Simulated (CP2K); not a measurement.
Consider trimethyl borate at its PBE geometry (Å).

```xyz
16

C    -0.3064    2.3009   -0.8314
O     0.4860    1.2953   -0.1802
B     0.0079    0.0138    0.0012
O     0.7658   -0.9488    0.6306
C     2.0889   -0.6657    1.1132
O    -1.2419   -0.3225   -0.4591
C    -1.7842   -1.6402   -0.2832
H    -1.2015    1.8704   -1.2970
H    -0.6066    3.0558   -0.0910
H     0.3139    2.7826   -1.5987
H     2.0751   -0.6354    2.2118
H     2.7524   -1.4778    0.7885
H     2.4621    0.2922    0.7291
H    -2.5858   -1.6033    0.4681
H    -2.2099   -1.9638   -1.2420
H    -1.0158   -2.3534    0.0401
```

Method: CP2K XAS_TDP, all-electron GAPW, PBEh(45%), aug-cc-pVDZ, TDA, GW2X-corrected core level, no relativity.

Question: Predict the bright core excitations at the O K edge.

Leading lines: O2 536.44 eV. The leading line of an atom is its first one with 35 % of the strongest within 2.5 eV of its lowest line over the strength cut. Core ionisation energies at this level: O2 537.94 eV.

The first six lines of each atom with a strength over 0.0015:

```
                  atom  energy (eV)  states  strength, one atom  above the computed threshold
O2 (bonded to B and C)       536.23       1              0.0046                              
                             536.44       1              0.0143                              
                             536.52       1              0.0158                              
                             537.31       1              0.0021                              
                             537.59       1              0.0042                              
                             537.78       1              0.0036
```

Lines are vertical, at one geometry, with no vibrational structure. GW2X ionisation energies and lines can be off by 1 to 2 eV either way, and a good line position may hide errors that cancel. Atoms with the same bonds but other surroundings in this conformer are left out. These values hold no scalar relativity, about 0.4 eV for O 1s. Rydberg lines, and the discretised continuum above threshold, depend on the basis and the box.

[Banner, clock and machine lines of the logs are left out without a mark of their own.]

[Logs are printed without paths, hosts, clocks, repeated set-up lines and the standing remarks that a program may print on its own settings, such as how far it seeks lower states.]

[Hosts, paths, dates, database ids (printed as entryN), source tags and the programs' standing remarks are cut or masked in the printed files.]
